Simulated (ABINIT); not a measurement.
An input for ABINIT 10.8.3 (BaAlGeH (P3m1)):

```
acell 3*1.0 Angstrom
rprim 
  4.344840000012 -0.000000000003 0.000000000000
  -2.172420000004 3.762741815391 0.000000000000
  0.000000000000 0.000000000000 5.216060000000
ntypat 4
znucl 56 13 32 1
natom 4
typat 1 2 3 4
xred 
  0.000000000000 0.000000000000 0.000000000000
  0.666666666667 0.333333333333 0.539500000000
  0.333333333333 0.666666666667 0.455100000000
  0.666666666667 0.333333333333 0.870300000000
pp_dirpath "pseudos"
pseudos "Ba.upf, Al.upf, Ge.upf, H.upf"
ecut 56
ngkpt 3 3 2
nshiftk 1
shiftk 0 0 0
kptopt 1
chksymbreak 0
istwfk *1
occopt 1
irdwfk 1
optdriver 4
nband 74
gwcalctyp 10
ecutsigx 56
symsigma 1
nkptgw 6
kptgw 
  0.0000000000 0.0000000000 0.0000000000
  0.3333333333 0.0000000000 0.0000000000
  0.3333333333 0.3333333333 0.0000000000
  0.0000000000 0.0000000000 0.5000000000
  0.3333333333 0.0000000000 0.5000000000
  0.3333333333 0.3333333333 0.5000000000
bdgw 
  14 23
  14 23
  14 23
  14 23
  14 23
  14 23
ecuteps 3.9
irdscr 1
ppmodel 1
irdqps 1
indata_prefix "in"
outdata_prefix "out"
tmpdata_prefix "tmp"
```

```sh
OMP_NUM_THREADS=1 mpirun -n 4 abinit run.abi > log
```

How long will it take on 4 MPI ranks of Intel Xeon Platinum 8259CL at 2.50GHz (Skylake/Cascade Lake), shared host, and how much memory?

It took 93 s; on shared hardware allow 47 s to 3.1 min. Peak host memory was 1.9 GiB.

[Paths, hosts, dates, memory and timing lines, banners, echoed tables and standing remarks are left out of the program output.]

[Logs are printed without paths, hosts, clocks, repeated set-up lines and the standing remarks that a program may print on its own settings, such as how far it seeks lower states.]

[Runs of the session that timed out or met a known fault of the program may be left out.]

[Hosts, paths, dates, database ids (printed as entryN), source tags and the programs' standing remarks are cut or masked in the printed files.]

[G0W0 gaps are taken among the corrected bands and points alone; a level outside them can change the order at an edge.]

[Where Ansatz stands beside ABINIT at settings called matched, ABINIT's density can come from a denser mesh and the files from another edition; pairs whose starting gaps differed by over 0.03 eV were left out, so agreement reads better than it is.]
